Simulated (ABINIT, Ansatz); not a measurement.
# How the form of the self-energy moves the gap of BaTiO3 (P4mm), part 2 of 2

Aim: compare treatments of exchange, screening and correlation for the gap of BaTiO3 (P4mm).

ABINIT 10.8.3; PBE and many-body steps on it, plane waves. Known limits of the many-body steps: not at the basis limit; no spin-orbit coupling; coarse k mesh.

So far. Step 5 (G0W0, Hybertsen-Louie plasmon pole): Against G0W0 in ABINIT (4×4×4 mesh, 140 bands, screening to 141.5 eV, Godby-Needs plasmon pole), the gap moves by +0.725 eV. Step 6 (G0W0, von der Linden-Horsch plasmon pole): Against G0W0 in ABINIT (4×4×4 mesh, 140 bands, screening to 141.5 eV, Godby-Needs plasmon pole), the gap moves by +0.134 eV.

**7. One-shot Hartree-Fock**

This step: one-shot Hartree-Fock on PBE, plane waves, norm-conserving pseudopotentials.

The input, run.abi:

```
acell 3*1.0 Angstrom
rprim 
  3.990480000000 0.000000000000 0.000000000000
  0.000000000000 3.990480000000 0.000000000000
  0.000000000000 0.000000000000 4.023030000000
ntypat 3
znucl 56 22 8
natom 5
typat 1 2 3 3 3
xred 
  0.000000000000 0.000000000000 0.000000000000
  0.500000000000 0.500000000000 0.522000000000
  0.500000000000 0.500000000000 0.979000000000
  0.500000000000 0.000000000000 0.488000000000
  0.000000000000 0.500000000000 0.488000000000
pp_dirpath "pseudos"
pseudos "Ba.upf, Ti.upf, O.upf"
ecut 38
ngkpt 4 4 4
nshiftk 1
shiftk 0 0 0
kptopt 1
chksymbreak 0
istwfk *1
occopt 1
irdwfk 1
optdriver 4
nband 24
gwcalctyp 5
ecutsigx 38
symsigma 1
nkptgw 2
kptgw 
  0.5000000000 0.5000000000 0.5000000000
  0.0000000000 0.0000000000 0.0000000000
bdgw 
  18 23
  19 23
ixc_sigma 40
fftgw 31
indata_prefix "in"
outdata_prefix "out"
tmpdata_prefix "tmp"
```

Command:

```sh
$ OMP_NUM_THREADS=1 mpirun -n 4 abinit run.abi > log
```

The log of the run:

```text
.Version 10.8.3 of ABINIT. v10.8.2 released Aug 2026.

 Symmetries : space group P4 m m (# 99); Bravais tP (primitive tetrag.)
[... echo of the input left out ...]
== DATASET  1 ==================================================================
-   mpi_nproc: 4, omp_nthreads: 1 (-1 if OMP is not activated)

--- !DatasetInfo
iteration_state: {dtset: 1, }
dimensions: {natom: 5, nkpt: 18, mband: 24, nsppol: 1, nspinor: 1, nspden: 1, mpw: 4868, }
cutoff_energies: {ecut:  38.0, pawecutdg:  -1.0, }
[...]
Band     E0 <VxcDFT>   SigX SigC(E0)      Z dSigC/dE  Sig(E)    E-E0       E
[...]
22   8.936 -19.060 -12.059   0.000   1.000   0.000 -12.059   7.002  15.938
       23   8.936 -19.060 -12.059   0.000   1.000   0.000 -12.059   7.002  15.938

== END DATASET(S) ==============================================================
================================================================================

 -outvars: echo values of variables after computation  --------
           etotal      0.0000000000E+00
            nband          24
             nkpt          18
          spgroup          99
 [... the other variables as echoed above ...]

 Calculation completed.
```

The job ended after 5 s (4 MPI ranks of Arm Neoverse V1, shared host; peak memory 0.25 GiB).

Numbers from this step:

```
quasiparticle gap on the points computed              : 14.12 eV
starting gap on the mesh                              : 1.851 eV
k of the valence top                                  : 0, 0, 0
k of the conduction bottom                            : 0, 0, 0
least direct quasiparticle gap on the computed points : 14.12 eV
```

Against G0W0 in ABINIT (4×4×4 mesh, 140 bands, screening to 141.5 eV, Godby-Needs plasmon pole), the gap moves by +10.764 eV.

**8. Screening, 4×4×4 mesh, 140 bands, screening to 141.5 eV**

This step: RPA screening on PBE, plane waves, norm-conserving pseudopotentials.

Edit run.abi of step 7 so:

```diff
@@ -26,16 +26,13 @@
 irdwfk 1
-optdriver 4
-nband 24
-gwcalctyp 5
-ecutsigx 38
-symsigma 1
-nkptgw 2
-kptgw 
-  0.5000000000 0.5000000000 0.5000000000
-  0.0000000000 0.0000000000 0.0000000000
-bdgw 
-  18 23
-  19 23
-ixc_sigma 40
-fftgw 31
+optdriver 3
+nband 140
+ecuteps 5.2
+inclvkb 2
+awtr 1
+symchi 1
+gwcalctyp 2
+nfreqre 16
+freqremax 40 eV
+nfreqim 8
+spmeth 0
 indata_prefix "in"
```

The log of the run:

```text
.Version 10.8.3 of ABINIT. v10.8.2 released Aug 2026.

 Symmetries : space group P4 m m (# 99); Bravais tP (primitive tetrag.)
[... echo of the input left out ...]
== DATASET  1 ==================================================================
-   mpi_nproc: 4, omp_nthreads: 1 (-1 if OMP is not activated)

--- !DatasetInfo
iteration_state: {dtset: 1, }
dimensions: {natom: 5, nkpt: 18, mband: 140, nsppol: 1, nspinor: 1, nspden: 1, mpw: 4868, }
cutoff_energies: {ecut:  38.0, pawecutdg:  -1.0, }
electrons: {nelect:   4.00000000E+01, charge:   0.00000000E+00, occopt:   1.00000000E+00, tsmear:   1.00000000E-02, }

 SCREENING: Calculation of the susceptibility and dielectric matrices

 Based on a program developped by R.W. Godby, V. Olevano, G. Onida, and L. Reining.
 Incorporated in ABINIT by V. Olevano, G.-M. Rignanese, and M. Torrent.
.Using double precision arithmetic ; gwpc =  8

[... cell and pseudopotentials left out ...]
--------------------------------------------------------------------------------

 ==== K-mesh for the wavefunctions ====
 Number of points in the irreducible wedge :    18
[... list of points left out ...]
 Together with  8 symmetry operations and time-reversal symmetry
 yields    64 points in the full Brillouin Zone.

 ==== Q-mesh for the screening function ====
 Number of points in the irreducible wedge :    18
[... list of points left out ...]
 Together with  8 symmetry operations and time-reversal symmetry
 yields    64 points in the full Brillouin Zone.

 setmesh: FFT mesh size selected  =    30x   30x   30
          total number of points  =        27000

 vcoul_init : cutoff-mode = AUXILIARY_FUNCTION
 q-points for optical limit:   1
     1)      0.000010    0.000020    0.000030

- screening: taking advantage of time-reversal symmetry
- Maximum band index for partially occupied states nbvw = 20
- Remaining bands to be divided among processors   nbcw = 120
- Number of bands treated by each node ~30

 Number of electrons calculated from density =   40.0000; Expected =   40.0000
 average of density, n =  0.092525
 r_s =    1.3716
 omega_plasma =   29.3417 [eV]

 calculating chi0 at frequencies [eV] :
  1    0.000000E+00    0.000000E+00
  2    2.666667E+00    0.000000E+00
  3    5.333333E+00    0.000000E+00
[...]
23    0.000000E+00    7.472825E+01
 24    0.000000E+00    1.052182E+02

--------------------------------------------------------------------------------
  q-point number  1        q = ( 0.000000, 0.000000, 0.000000) [r.l.u.]
--------------------------------------------------------------------------------
[... chi0 elements left out ...]
  [... further frequencies ...]

 No. of calculated frequencies >  15, stop printing
 For q-point:  0.000010 0.000020 0.000030
  dielectric constant =   5.8014
  dielectric constant without local fields =   6.4321

  Average fulfillment of the sum rule on Im[epsilon] for q-point    1 :     68.46  [%]
[... wings left out ...]
  q-point number  2        q = ( 0.250000, 0.000000, 0.000000) [r.l.u.]
--------------------------------------------------------------------------------
[... chi0 elements left out ...]
  [... further frequencies ...]

 No. of calculated frequencies >  15, stop printing
  Average fulfillment of the sum rule on Im[epsilon] for q-point    2 :     79.20  [%]

 [... 16 further q-points ...]
```

Elapsed: 23 min, on 4 MPI ranks; peak memory 2.2 GiB.

This step gave:

| Quantity | Value |
| --- | --- |
| ε∞ with local fields, on this mesh, along the program's q direction | 5.801 |
| the same without local fields | 6.432 |
| plasma frequency | 29.34 eV |
| plane waves in the screening matrix | 251 |

**9. G0W0, contour deformation**

This step: G0W0 on PBE, plane waves, norm-conserving pseudopotentials.

Edit run.abi of step 8 so:

```diff
@@ -26,13 +26,16 @@
 irdwfk 1
-optdriver 3
+optdriver 4
 nband 140
+gwcalctyp 2
+ecutsigx 38
+symsigma 1
+nkptgw 2
+kptgw 
+  0.5000000000 0.5000000000 0.5000000000
+  0.0000000000 0.0000000000 0.0000000000
+bdgw 
+  18 23
+  19 23
 ecuteps 5.2
-inclvkb 2
-awtr 1
-symchi 1
-gwcalctyp 2
-nfreqre 16
-freqremax 40 eV
-nfreqim 8
-spmeth 0
+irdscr 1
 indata_prefix "in"
```

The log of the run:

```text
.Version 10.8.3 of ABINIT. v10.8.2 released Aug 2026.

 Symmetries : space group P4 m m (# 99); Bravais tP (primitive tetrag.)
[... echo of the input left out ...]
== DATASET  1 ==================================================================
-   mpi_nproc: 4, omp_nthreads: 1 (-1 if OMP is not activated)

--- !DatasetInfo
iteration_state: {dtset: 1, }
dimensions: {natom: 5, nkpt: 18, mband: 140, nsppol: 1, nspinor: 1, nspden: 1, mpw: 4868, }
cutoff_energies: {ecut:  38.0, pawecutdg:  -1.0, }
[...]
Band     E0 <VxcDFT>   SigX SigC(E0)      Z dSigC/dE  Sig(E)    E-E0       E
[...]
23   8.936 -19.060 -12.059  -5.017   0.734  -0.362 -17.604   1.456  10.393
       23   0.000   0.000   0.000   0.000   0.000   0.000   0.000   0.000   0.000

== END DATASET(S) ==============================================================
================================================================================

 -outvars: echo values of variables after computation  --------
           etotal      0.0000000000E+00
            nband         140
             nkpt          18
          spgroup          99
 [... the other variables as echoed above ...]

 Calculation completed.
```

It took 19 s on 4 MPI ranks; peak memory 2.3 GiB.

This step gave:

- G0W0 gap on the points computed: 3.405 eV
- starting gap on the mesh: 1.851 eV
- k of the valence top: 0.5, 0.5, 0.5
- k of the conduction bottom: 0, 0, 0
- least direct G0W0 gap on the computed points: 3.776 eV

Against G0W0 in ABINIT (4×4×4 mesh, 140 bands, screening to 141.5 eV, Godby-Needs plasmon pole), the gap moves by +0.050 eV.

**10. Side by side**

Times are wall times on 4 MPI ranks of Arm Neoverse V1, shared host, good to a factor of about two. A run's time includes the screening step that it read.

```csv
run,mesh,bands,screening cutoff (eV),DFT gap (eV),gap on the mesh (eV),direct (eV),ε∞ used,time
"G0W0, Godby-Needs plasmon pole",4×4×4,140,141.5,1.851,3.355,3.740,5.80,4.7 min
"G0W0, Hybertsen-Louie plasmon pole",4×4×4,140,141.5,1.851,4.080,4.406,5.80,4.7 min
"G0W0, von der Linden-Horsch plasmon pole",4×4×4,140,141.5,1.851,3.489,3.878,5.80,4.4 min
one-shot Hartree-Fock,4×4×4,-,-,1.851,14.119,14.119,-,5 s
"G0W0, contour deformation",4×4×4,140,141.5,1.851,3.405,3.776,5.80,23 min
```

**11. Outcome**

```yaml
g0w0_godby_needs_plasmon_pole: 3.355 eV
g0w0_hybertsen_louie_plasmon_pole: 4.080 eV
g0w0_von_der_linden_horsch_plasmon_pole: 3.489 eV
one_shot_hartree_fock: 14.119 eV
g0w0_contour_deformation: 3.405 eV
known_limits: not at the basis limit; no spin-orbit coupling; coarse k mesh
```

**Reading.** G0W0, Hybertsen-Louie plasmon pole: +0.725 eV against G0W0, Godby-Needs plasmon pole. G0W0, von der Linden-Horsch plasmon pole: +0.134 eV against G0W0, Godby-Needs plasmon pole. One-shot Hartree-Fock: +10.764 eV against G0W0, Godby-Needs plasmon pole. G0W0, contour deformation: +0.050 eV against G0W0, Godby-Needs plasmon pole. Bare exchange alone opens the gap to 14.12 eV; against G0W0, correlation takes back 10.76 eV. Bands and cutoff are finite, so the gap is not at the basis limit. The miss can reach some tenths of an eV and take either sign; the mesh is an error of its own. In the G0W0 runs levels were corrected at 2 k points alone, so a gap called «on the mesh» is the least over those, and an edge elsewhere would be missed. The 4×4×4 mesh is coarse for this cell, which bears on the long-range parts of exchange and screening. The many-body steps are scalar-relativistic: spin-orbit coupling is not in them.

[Paths, hosts, dates, memory and timing lines, banners, echoed tables and standing remarks are left out of the program output.]

[Logs are printed without paths, hosts, clocks, repeated set-up lines and the standing remarks that a program may print on its own settings, such as how far it seeks lower states.]

[Runs of the session that timed out or met a known fault of the program may be left out.]

[Hosts, paths, dates, database ids (printed as entryN), source tags and the programs' standing remarks are cut or masked in the printed files.]

[G0W0 gaps are taken among the corrected bands and points alone; a level outside them can change the order at an edge.]

[Where Ansatz stands beside ABINIT at settings called matched, ABINIT's density can come from a denser mesh and the files from another edition; pairs whose starting gaps differed by over 0.03 eV were left out, so agreement reads better than it is.]
